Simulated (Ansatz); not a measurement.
# Quasi-harmonic thermodynamics of TcSn (hypothetical, Pm-3m)

Wanted: α(T), C_P(T) and B(T) of TcSn (hypothetical) in the quasi-harmonic approximation. The crystal structure is hypothetical: it was made by swapping elements on a known structure type.

Method: DFT PBEsol, scalar-relativistic, plane waves, PAW, in Ansatz 0.2.0.

**1. The starting structure**

The structure is cubic, space group Pm-3m (No. 221). Conventional cell: a = 2.958 Å, b = 2.958 Å, c = 2.958 Å, α = 90.00°, β = 90.00°, γ = 90.00°. Sn has 8 Tc at 2.56 Å nearest. Nearest to Tc lie 8 Sn at 2.56 Å. Farther neighbours are not listed.

**2. Probe on a coarse mesh**

Before spending time, one coarse run tells the gap and the pressure of the starting cell.

input.yaml reads:

```yaml
crystal:
  lattice:
    - [2.95821, 0.0, 0.0]
    - [0.0, 2.95821, 0.0]
    - [0.0, 0.0, 2.95821]
  atoms:
    - { symbol: Sn, position: [0.0, 0.0, 0.0] }
    - { symbol: Tc, position: [0.5, 0.5, 0.5] }
kpoints:
  mp_grid: { grid: [6, 6, 6] }
hamiltonian:
  xc: pbesol
scf:
  occupations: { method: gaussian, width: 0.1 }
output:
  forces: true
  stress: true
  eigenvalues: true
```

Started as:

```
$ ansatz run input.yaml --threads 4 --pin off --max-ram 8192MiB --backend cpu --events-out ev --progress --plain --runs-dir out
```

Numbers of over 12 decimals in the logs are rounded to 6 here.

The program printed:

```text
Engine: ansatz 0.2.0, aarch64-unknown-linux-gnu
Pseudopotentials: kind: paw
Pseudopotential: Sn, paw, valence charge 14, recommended cutoff 420 eV (normal), Sn.paw.azcp
Pseudopotential: Tc, paw, valence charge 15, recommended cutoff 500 eV (normal), Tc.paw.azcp
Functional definition: PBEsol
  exchange = pbesol_x
  correlation = pbesol_c
Crystal: 2 atoms, lattice volume = 25.887 Å³
Basis set: ecut = 500 eV, 691 PW (Γ), exchange–correlation on 48×48×48 points (8 copies of the dense FFT grid, shifted against one another)
Bands: 19, of which v1, the nominal top of the filled ones, is band 15 counted from 1 (14 counted from 0)
Symmetry: 48 space group operations
Space group: Pm-3m (ITA 221), of the structure as read, at distance tolerance 3.0e-5 Å
k-points: 20 of 216
Non-local potential: Sn, projectors of the file, l = 0: 2, l = 1: 2, l = 2: 2, l = 3: 2
Non-local potential: Tc, projectors of the file, l = 0: 3, l = 1: 3, l = 2: 2, l = 3: 2
PAW form: soft (Blöchl's): semilocal exchange-correlation on the pseudo side does not see the compensation charge
PAW frozen core: Sn, regenerated for the run's functional, and the local potential with it (the file was generated under x = pbe(κ = 0.804, μ = 0.219515), c = pbe(β = 0.066725))
PAW frozen core: Tc, regenerated for the run's functional, and the local potential with it (the file was generated under x = pbe(κ = 0.804, μ = 0.219515), c = pbe(β = 0.066725))
PAW one-centre angular grid: Sn, 590 points (default); XC on 64 Gauss nodes
PAW one-centre angular grid: Tc, 590 points (default); XC on 64 Gauss nodes
Initial density: superposition of atomic densities (chi_scale 0.1, normalization cell, long waves kept (reshape's long-wave potential 0.00 eV rms))
Initial wavefunctions: pseudopotential atomic-orbital guess
Functional: x = pbesol(κ = 0.804, μ = 0.123457), c = pbesol(β = 0.046)
SCF iter   1: F=—  HF=-11286.249266 eV  |F-HF|=—  |Δ(HF+E_count)|=         —  Δρ=7.25e-2  dr2=2.31e0  ethr=3.10e-3  ⟨swp⟩=5.2  Hψ=1856  notcnv=0
preconditioner: auto → none  [metal: Δε(μ)=0.060 eV  Ē_g=17.300 eV  σ=0.100 eV  W_gap=0.33  n_scr=6 (ndim 8)  ℏωp=33.4 eV  f_vac=0.000  D(μ)=2.00/eV (n_scr^D=26)  sad-step TF]
SCF iter   2: F=—  HF=-11285.879820 eV  |F-HF|=—  |Δ(HF+E_count)|=   3.69e-1  Δρ=5.36e-2  dr2=1.28e0  ethr=3.10e-3  ⟨swp⟩=2.0  Hψ=634  notcnv=0  defer=4
SCF iter   3: F=—  HF=-11285.496977 eV  |F-HF|=—  |Δ(HF+E_count)|=   3.83e-1  Δρ=1.19e-2  dr2=2.23e-2  ethr=3.10e-3  ⟨swp⟩=2.5  Hψ=579  notcnv=0  defer=4
SCF iter   4: F=—  HF=-11285.486181 eV  |F-HF|=—  |Δ(HF+E_count)|=   1.08e-2  Δρ=1.64e-3  dr2=2.24e-4  ethr=7.70e-5  ⟨swp⟩=2.0  Hψ=798  notcnv=0  defer=5
SCF iter   5: F=—  HF=-11285.485699 eV  |F-HF|=—  |Δ(HF+E_count)|=   4.81e-4  Δρ=3.88e-4  dr2=1.37e-5  ethr=7.72e-7  ⟨swp⟩=2.0  Hψ=631  notcnv=0  defer=5
SCF iter   6: F=—  HF=-11285.485675 eV  |F-HF|=—  |Δ(HF+E_count)|=   2.45e-5  Δρ=1.06e-4  dr2=2.45e-6  ethr=4.71e-8  ⟨swp⟩=2.0  Hψ=574  notcnv=0  defer=5
SCF iter   7: F=-11285.485674 eV  HF=-11285.485674 eV  |F-HF|=1.56e-9  |Δ(HF+E_count)|=   4.03e-7  Δρ=7.72e-6  dr2=3.83e-9  ethr=3.45e-10  ⟨swp⟩=4.8  Hψ=1810  notcnv=0
SCF 1 converged in 7 iterations: F = -11285.485674 eV  dr2 = 3.83e-9
  greatest PAW one-centre occupation: 0.993 electrons in one spin orbital (limit 2), on the Sn atom at site 0 (counted from 0), in its partial waves of l = 2
SCF converged after 7 iterations
Free energy (F): -11285.485674 eV
Harris-Foulkes:  -11285.485674 eV  (|F-HF|=1.56e-9)
Internal energy: -11285.468553 eV  (E = F + TS)
E sigma→0 (E₀):  -11285.477114 eV
Entropy (-TS):   -0.017121 eV (-8.561 meV/atom)
Fermi energy:    25.288421 eV
--- Per-component energies (eV) ---
  E_band       = 108.026269
  E_kinetic    = 840.071872
  E_local      = -1381.596064  (includes V_loc(G=0)·N_el)
  E_nonlocal   = 260.865903
  E_hartree    = 638.339789
  E_xc         = -626.488963
  E_vxc        = -403.705537  (∫ρ·V_xc dr)
  E_paw        = -7290.189536  (= ΣΔE_a)
  E_vpaw       = -484.289194  (= ΣTr[D̂ρ^β])
  E_aug_tail   = -0.000012  (compensation charges beyond the density's cutoff)
  E_ewald      = -3726.983227
  E_core_change = 0.511684  (= ΣΔE_core)
  E_smearing   = -0.017121  (= −TS)
  E_closure    = -0.000000  (closes the sum)
  Σ components = -11285.485674   (vs F -11285.485674, Δ=0.00e0)
--- Forces (eV/Å), atoms counted from 1 ---
  atom   1  Sn    -0.00000000     0.00000000    -0.00000000
  atom   2  Tc     0.00000000    -0.00000000    -0.00000000
  max |Σ_I F_I| component: 1.51e-29 eV/Å
--- Stress (GPa, compression-positive) ---
       88.926959       0.000000       0.000000
        0.000000      88.926959       0.000000
        0.000000       0.000000      88.926959
  P = ⅓ Tr σ = 88.9270 GPa (889.270 kbar)
--- Band table (eV; the first three rows and the last of 20) ---
  k-point 0: bands = [... 11 lower, 21.2549, 25.8379, 25.8379, 25.8379, 29.1721, 29.1721, 29.1721, 38.7386]
  k-point 1: bands = [... 11 lower, 21.2853, 24.5446, 24.5446, 25.7837, 27.6834, 31.0502, 31.0502, 36.5002]
  k-point 2: bands = [... 11 lower, 21.3493, 23.0998, 23.0998, 25.6758, 27.1738, 34.3268, 34.3268, 34.5501]
  k-point 19: bands = [... 11 lower, 18.3825, 23.2651, 27.5736, 27.5736, 30.1356, 30.1356, 30.1356, 33.7732]
```

The job ended after 0.85 s (4 threads of Arm Neoverse V2, shared host; peak memory 0.29 GiB; 1.5 s of CPU time).

This step gave:

```
pressure          : 88.93 GPa
volume per atom   : 12.94 Å³
gap on the k-mesh : 0 eV
```

The start is under 89 GPa at this level and looks like a metal on this mesh.

**3. A loose first relaxation**

The start is far from rest, so a relaxation with loose thresholds first brings it near the minimum.

Edit input.yaml of step 2 so:

```diff
@@ -18 +18,6 @@
   eigenvalues: true
+relax:
+  adjacent_minimum: "off"
+  f_tol: 0.05
+  max_steps: 80
+  cell: { stress_tol: 0.5 }
```

The program printed:

```text
[...]
Crystal: 2 atoms, lattice volume = 25.887 Å³
Basis set: ecut = 500 eV, 691 PW (Γ), exchange–correlation on 48×48×48 points (8 copies of the dense FFT grid, shifted against one another)
Bands: 19, of which v1, the nominal top of the filled ones, is band 15 counted from 1 (14 counted from 0)
Symmetry: 48 space group operations
[...]
k-points: 20 of 216
[...]
SCF iter   1: F=—  HF=-11286.249266 eV  |F-HF|=—  |Δ(HF+E_count)|=         —  Δρ=7.25e-2  dr2=2.31e0  ethr=3.10e-3  ⟨swp⟩=5.2  Hψ=1856  notcnv=0
[...]
SCF iter   7: F=-11285.485674 eV  HF=-11285.485674 eV  |F-HF|=1.56e-9  |Δ(HF+E_count)|=   4.03e-7  Δρ=7.72e-6  dr2=3.83e-9  ethr=3.45e-10  ⟨swp⟩=4.8  Hψ=1810  notcnv=0
SCF 1 converged in 7 iterations: F = -11285.485674 eV  dr2 = 3.83e-9
[...]
relax step   1: F+E_penalty+E_count = -11285.48567440 eV  Δ(F+E_penalty+E_count) = +0.000e0 eV  max|allowed force component| = 1.348e-29 eV/Å  Δτ_max = 0.0000 Å  P = +88.927 GPa  Ω = 25.887 Å³  (7 SCF iters, dr2 threshold 1.00e-7 eV, accepted)
Crystal: 2 atoms, lattice volume = 29.861 Å³
Basis set: ecut = 500 eV, 739 PW (Γ), exchange–correlation on 48×48×48 points (8 copies of the dense FFT grid, shifted against one another)
[...]
iter 1 solved again at ethr=4.30e-4 eV; its pass at ethr=3.10e-3 eV (dr2=1.25e-1 eV) is discarded
[...]
SCF iter   6: F=-11286.846988 eV  HF=-11286.846988 eV  |F-HF|=1.20e-9  |Δ(HF+E_count)|=   1.01e-7  Δρ=4.76e-6  dr2=2.37e-9  ethr=6.90e-10  ⟨swp⟩=5.2  Hψ=1569  notcnv=0
SCF 2 converged in 6 iterations: F = -11286.846988 eV  dr2 = 2.37e-9
[...]
relax step   2: F+E_penalty+E_count = -11286.84698823 eV  Δ(F+E_penalty+E_count) = -1.361e0 eV  max|allowed force component| = 1.874e-30 eV/Å  Δτ_max = 0.0000 Å  P = +27.789 GPa  Ω = 29.861 Å³  energy of the carried Pulay correction = -9.599e-4 eV  (6 SCF iters, dr2 threshold 2.00e-7 eV, accepted)
Crystal: 2 atoms, lattice volume = 32.095 Å³
Basis set: ecut = 500 eV, 799 PW (Γ), exchange–correlation on 48×48×48 points (8 copies of the dense FFT grid, shifted against one another)
[...]
SCF iter   6: F=-11287.084656 eV  HF=-11287.084656 eV  |F-HF|=2.47e-10  |Δ(HF+E_count)|=  6.46e-10  Δρ=1.51e-6  dr2=3.79e-10  ethr=6.87e-11  ⟨swp⟩=2.2  Hψ=1386  notcnv=0
SCF 3 converged in 6 iterations: F = -11287.084656 eV  dr2 = 3.79e-10
relax step   3: F+E_penalty+E_count = -11287.08465628 eV  Δ(F+E_penalty+E_count) = -2.377e-1 eV  max|allowed force component| = 4.503e-30 eV/Å  Δτ_max = 0.0000 Å  P = +7.584 GPa  Ω = 32.095 Å³  energy of the carried Pulay correction = -1.442e-3 eV  (6 SCF iters, dr2 threshold 2.00e-7 eV, accepted)
[...]
relax step   4: F+E_penalty+E_count = -11287.10964058 eV  Δ(F+E_penalty+E_count) = -2.498e-2 eV  max|allowed force component| = 3.155e-30 eV/Å  Δτ_max = 0.0000 Å  P = -0.337 GPa  Ω = 33.248 Å³  energy of the carried Pulay correction = -1.677e-3 eV  (6 SCF iters, dr2 threshold 2.00e-7 eV, accepted)
[...]
relax step   5: F+E_penalty+E_count = -11287.12837627 eV  Δ(F+E_penalty+E_count) = -1.874e-2 eV  max|allowed force component| = 1.045e-29 eV/Å  Δτ_max = 0.0000 Å  P = +0.779 GPa  Ω = 33.248 Å³  stress off target by 7.79e-1 GPa  SCF on the basis re-selected at this cell (its energy is not comparable with the rows above)  (6 SCF iters)
[...]
relax step   6: F+E_penalty+E_count = -11287.12867563 eV  Δ(F+E_penalty+E_count) = -2.994e-4 eV  max|allowed force component| = 2.156e-29 eV/Å  Δτ_max = 0.0000 Å  P = +0.045 GPa  Ω = 33.373 Å³  energy of the carried Pulay correction = -2.064e-5 eV  (6 SCF iters, dr2 threshold 2.00e-7 eV, accepted)
[...]
SCF iter   6: F=-11287.128690 eV  HF=-11287.128690 eV  |F-HF|=0.00e0  |Δ(HF+E_count)|=    0.00e0  Δρ=3.43e-9  dr2=1.29e-15  ethr=1.00e-12  ⟨swp⟩=1.0  Hψ=840  notcnv=0
SCF 7 converged in 6 iterations: F = -11287.128690 eV  dr2 = 1.29e-15
relax step   7: F+E_penalty+E_count = -11287.12869049 eV  Δ(F+E_penalty+E_count) = -1.486e-5 eV  max|allowed force component| = 3.944e-30 eV/Å  Δτ_max = 0.0000 Å  P = +0.045 GPa  Ω = 33.373 Å³  stress off target by 4.52e-2 GPa  SCF on the basis re-selected at this cell (its energy is not comparable with the rows above)  (6 SCF iters)
[...]
SCF converged after 6 iterations
Free energy (F): -11287.128690 eV
[...]
Internal energy: -11287.110236 eV  (E = F + TS)
E sigma→0 (E₀):  -11287.119463 eV
Entropy (-TS):   -0.018455 eV (-9.227 meV/atom)
Fermi energy:    18.734444 eV
[...]
--- Stress (GPa, compression-positive) ---
        0.045199      -0.000000      -0.000000
       -0.000000       0.045199      -0.000000
       -0.000000      -0.000000       0.045199
  P = ⅓ Tr σ = 0.0452 GPa (0.452 kbar)
--- Band table (eV; the first three rows and the last of 20) ---
  k-point 0: bands = [... 11 lower, 15.9516, 19.1322, 19.1322, 19.1322, 21.8815, 21.8815, 21.8815, 28.3606]
  k-point 1: bands = [... 11 lower, 16.0210, 18.2670, 18.2670, 19.1213, 20.4754, 23.2405, 23.2405, 28.8407]
  k-point 2: bands = [... 11 lower, 16.1687, 17.2637, 17.2637, 19.0993, 20.0746, 25.7678, 25.7678, 27.3720]
  k-point 19: bands = [... 11 lower, 13.6791, 15.7766, 20.3518, 20.3518, 22.5688, 22.5688, 22.5688, 25.1177]
--- Relaxed structure (5 steps of the walk, 5 accepted, 2 SCFs on fresh bases) ---
  F+E_penalty+E_count = -11287.12869049 eV   max|allowed force component| = 3.944e-30 eV/Å   (the final SCF, on the basis selected at the relaxed cell)
  cell:  # Å, volume = 33.3732 Å³
    - [3.219581, 0, 0]
    - [0, 3.219581, 0]
    - [0, 0, 3.219581]
  atoms:
    - { symbol: Sn, position: [0, 0, 0] }
    - { symbol: Tc, position: [0.500000, 0.500000, 0.500000] }
```

Wall time 2.1 s (4 threads); peak memory 0.32 GiB.

The steps of the relaxation:

| step | energy less that of the first step (eV) | largest force component (eV/Å) | pressure (GPa) | volume (Å³) |
| --- | --- | --- | --- | --- |
| 1 | 0.0000 | 0.0000 | 88.93 | 25.89 |
| 2 | -1.3613 | 0.0000 | 27.79 | 29.86 |
| 3 | -1.5990 | 0.0000 | 7.58 | 32.10 |
| 4 | -1.6240 | 0.0000 | -0.34 | 33.25 |
| 5* | -1.6427 | 0.0000 | 0.78 | 33.25 |
| 6 | -1.6430 | 0.0000 | 0.05 | 33.37 |
| 7* | -1.6430 | 0.0000 | 0.05 | 33.37 |

Relaxation steps marked * repeat the geometry before them on a plane-wave basis chosen anew for their cell, so energy and pressure can jump there.

The run keeps the 48 symmetry operations that it works with, so distortions that break them were not tested.

| conventional cell, symmetrised | before | after | change |
| --- | --- | --- | --- |
| a (Å) | 2.958 | 3.220 | +8.8 % |
| b (Å) | 2.958 | 3.220 | +8.8 % |
| c (Å) | 2.958 | 3.220 | +8.8 % |
| volume (Å³/atom) | 12.94 | 16.69 | +28.9 % |

The relaxed structure:

```xyz
2
Lattice="3.2196 0.0000 0.0000 0.0000 3.2196 0.0000 0.0000 0.0000 3.2196" Properties=species:S:1:pos:R:3 pbc="T T T"
Sn    0.0000    0.0000    0.0000
Tc    1.6098    1.6098    1.6098
```

Numbers from this step:

```yaml
pressure: 0.04520 GPa
volume_per_atom: 16.69 Å³
```

The relaxation ends with a pressure of 0.05 GPa.

**4. Relaxation**

The vibrations must be taken about the equilibrium of this functional, not about the starting cell, so the structure is relaxed.

input.yaml, the sections that differ from step 3:

```yaml
crystal:
  lattice:
    - [3.2195805926, 0.0, 0.0]
    - [0.0, 3.2195805926, 0.0]
    - [0.0, 0.0, 3.2195805926]
  atoms:
    - { symbol: Sn, position: [0.0, 0.0, 0.0] }
    - { symbol: Tc, position: [0.5, 0.5, 0.5] }
kpoints:
  mp_grid: { grid: [14, 14, 14] }
relax:
  adjacent_minimum: "off"
  f_tol: 0.005
  max_steps: 80
  cell: { stress_tol: 0.05 }
# hamiltonian, scf, output: as in step 3
```

The program printed:

```text
[...]
Crystal: 2 atoms, lattice volume = 33.373 Å³
Basis set: ecut = 500 eV, 847 PW (Γ), exchange–correlation on 48×48×48 points (8 copies of the dense FFT grid, shifted against one another)
Bands: 19, of which v1, the nominal top of the filled ones, is band 15 counted from 1 (14 counted from 0)
Symmetry: 48 space group operations
[...]
k-points: 120 of 2744
[...]
k-point 119: bands = [... 11 lower, 13.6509, 15.7501, 20.2813, 20.2813, 22.5100, 22.5100, 22.5100, 25.0652]
--- Relaxed structure (3 steps of the walk, 2 accepted, 1 SCFs on fresh bases) ---
[...]
cell:  # Å, volume = 33.4409 Å³
    - [3.221757, 0, 0.0]
    - [0, 3.221757, 0.0]
    - [0.0, 0.0, 3.221757]
  atoms:
    - { symbol: Sn, position: [0, 0, 0] }
    - { symbol: Tc, position: [0.5, 0.5, 0.5] }
[key lines of the parts left out:]
SCF converged after 7 iterations
Free energy (F): -11287.161636 eV
Fermi energy:    18.684958 eV
P = ⅓ Tr σ = -0.0022 GPa (-0.022 kbar)
```

Elapsed: 4.7 s, on 4 threads; peak memory 0.41 GiB; 17 s of CPU time.

Little changed from the start: no atom moved by 0.005 Å and no cell edge by 0.1 %.

This step gave:

```
pressure        : -0.002219 GPa
volume per atom : 16.72 Å³
```

**5. A run with changed settings: basis.ecutwfc = "51.4 Ry" and scf.n_extra_bands = 8**

One run with other settings shows how much the ground state depends on them.

This step: DFT PBEsol, scalar-relativistic, plane waves, PAW; settings changed (Ansatz 0.2.0).

input.yaml reads:

```yaml
crystal:
  lattice:
    - [3.2217568434, 0.0, 0.0]
    - [0.0, 3.2217568434, 0.0]
    - [0.0, 0.0, 3.2217568434]
  atoms:
    - { symbol: Sn, position: [0.0, 0.0, 0.0] }
    - { symbol: Tc, position: [0.5, 0.5, 0.5] }
kpoints:
  mp_grid: { grid: [14, 14, 14] }
hamiltonian:
  xc: pbesol
scf:
  occupations: { method: gaussian, width: 0.1 }
  n_extra_bands: 8
output:
  forces: true
  eigenvalues: true
  stress: true
basis:
  ecutwfc: "51.4 Ry"
```

The program printed:

```text
[...]
Crystal: 2 atoms, lattice volume = 33.441 Å³
Basis set: ecut = 699.332627 eV, 1365 PW (Γ), exchange–correlation on 60×60×60 points (8 copies of the dense FFT grid, shifted against one another)
Bands: 23, of which v1, the nominal top of the filled ones, is band 15 counted from 1 (14 counted from 0)
Symmetry: 48 space group operations
[...]
k-points: 120 of 2744
[...]
SCF iter   1: F=—  HF=-11287.746696 eV  |F-HF|=—  |Δ(HF+E_count)|=         —  Δρ=5.75e-2  dr2=2.06e0  ethr=3.10e-3  ⟨swp⟩=5.5  Hψ=13828  notcnv=0  defer=20
[...]
SCF iter   7: F=-11287.162266 eV  HF=-11287.162266 eV  |F-HF|=5.70e-9  |Δ(HF+E_count)|=   1.73e-8  Δρ=4.25e-6  dr2=5.72e-9  ethr=3.45e-10  ⟨swp⟩=9.7  Hψ=13826  notcnv=0
SCF 1 converged in 7 iterations: F = -11287.162266 eV  dr2 = 5.72e-9
[...]
SCF converged after 7 iterations
Free energy (F): -11287.162266 eV
[...]
Internal energy: -11287.150945 eV  (E = F + TS)
E sigma→0 (E₀):  -11287.156606 eV
Entropy (-TS):   -0.011321 eV (-5.660 meV/atom)
Fermi energy:    18.684990 eV
[...]
--- Stress (GPa, compression-positive) ---
       -0.005661       0.000000       0.000000
       -0.000000      -0.005661       0.000000
        0.000000       0.000000      -0.005661
  P = ⅓ Tr σ = -0.0057 GPa (-0.057 kbar)
--- Band table (eV; the first three rows and the last of 120) ---
  k-point 0: bands = [... 11 lower, 15.8970, 19.0838, 19.0838, 19.0838, 21.8429, 21.8429, 21.8429, 28.2857, ... 4 higher]
  k-point 1: bands = [... 11 lower, 15.9104, 18.8643, 18.8643, 19.0816, 21.4554, 22.1523, 22.1523, 28.5871, ... 4 higher]
  k-point 2: bands = [... 11 lower, 15.9486, 18.3936, 18.3936, 19.0757, 20.6719, 22.8946, 22.8946, 28.8898, ... 4 higher]
  k-point 119: bands = [... 11 lower, 13.6510, 15.7502, 20.2815, 20.2815, 22.5099, 22.5099, 22.5099, 25.0652, ... 4 higher]
```

The job ended after 2.2 s (4 threads; peak memory 0.47 GiB; 8.3 s of CPU time).

This step gave:

* pressure: -0.005661 GPa

The run ends at a pressure of -0.01 GPa.

**6. Tight relaxation**

The relaxation is repeated with tighter thresholds on force and stress, since phonons are sensitive to what is left; a change of mesh or smearing in the input moves the cell too.

This step: DFT PBEsol, scalar-relativistic, plane waves, PAW (Ansatz 0.2.0).

input.yaml, the sections that differ from step 5:

```yaml
kpoints:
  mp_grid: { grid: [16, 16, 16] }
scf:
  occupations: { method: methfessel_paxton, width: 0.2 }
output:
  forces: true
  stress: true
  eigenvalues: true
relax:
  adjacent_minimum: "off"
  f_tol: 0.001
  max_steps: 60
  cell: { stress_tol: 0.01 }
# crystal, hamiltonian: as in step 5
# basis: removed
```

The program printed:

```text
[...]
Crystal: 2 atoms, lattice volume = 33.441 Å³
Basis set: ecut = 500 eV, 847 PW (Γ), exchange–correlation on 48×48×48 points (8 copies of the dense FFT grid, shifted against one another)
Bands: 19, of which v1, the nominal top of the filled ones, is band 15 counted from 1 (14 counted from 0)
Symmetry: 48 space group operations
[...]
k-points: 165 of 4096
[...]
k-point 164: bands = [... 11 lower, 13.6597, 15.7625, 20.2961, 20.2961, 22.5240, 22.5240, 22.5240, 25.0812]
--- Relaxed structure (3 steps of the walk, 2 accepted, 1 SCFs on fresh bases) ---
[...]
cell:  # Å, volume = 33.4231 Å³
    - [3.221186, 0.0, 0.0]
    - [0.0, 3.221186, 0.0]
    - [0.0, 0.0, 3.221186]
  atoms:
    - { symbol: Sn, position: [0.0, 0, 0] }
    - { symbol: Tc, position: [0.500000, 0.500000, 0.500000] }
[key lines of the parts left out:]
SCF converged after 4 iterations
Free energy (F): -11287.160452 eV
Fermi energy:    18.691649 eV
P = ⅓ Tr σ = -0.0005 GPa (-0.005 kbar)
```

Run time: 5.9 s. Hardware: 4 threads; peak memory 0.44 GiB; 22 s of CPU time.

Little changed from the start: no atom moved by 0.005 Å and no cell edge by 0.1 %.

Numbers from this step:

```yaml
pressure: -4.87e-4 GPa
volume_per_atom: 16.71 Å³
```

The residual pressure is -4.9e-4 GPa, small enough for phonons.

[end of part 1 of 3]

[Logs are printed without paths, hosts, clocks, repeated set-up lines and the standing remarks that a program may print on its own settings, such as how far it seeks lower states.]

[Hosts, paths, dates, database ids (printed as entryN), source tags and the programs' standing remarks are cut or masked in the printed files.]

[A step with changed settings may run another functional than the one named; its input shows which.]

[Pressures of single members of a volume series are the stress at the run's cutoff; with an incomplete basis they can lie off −dE/dV of the same runs, and they are not shown converged.]
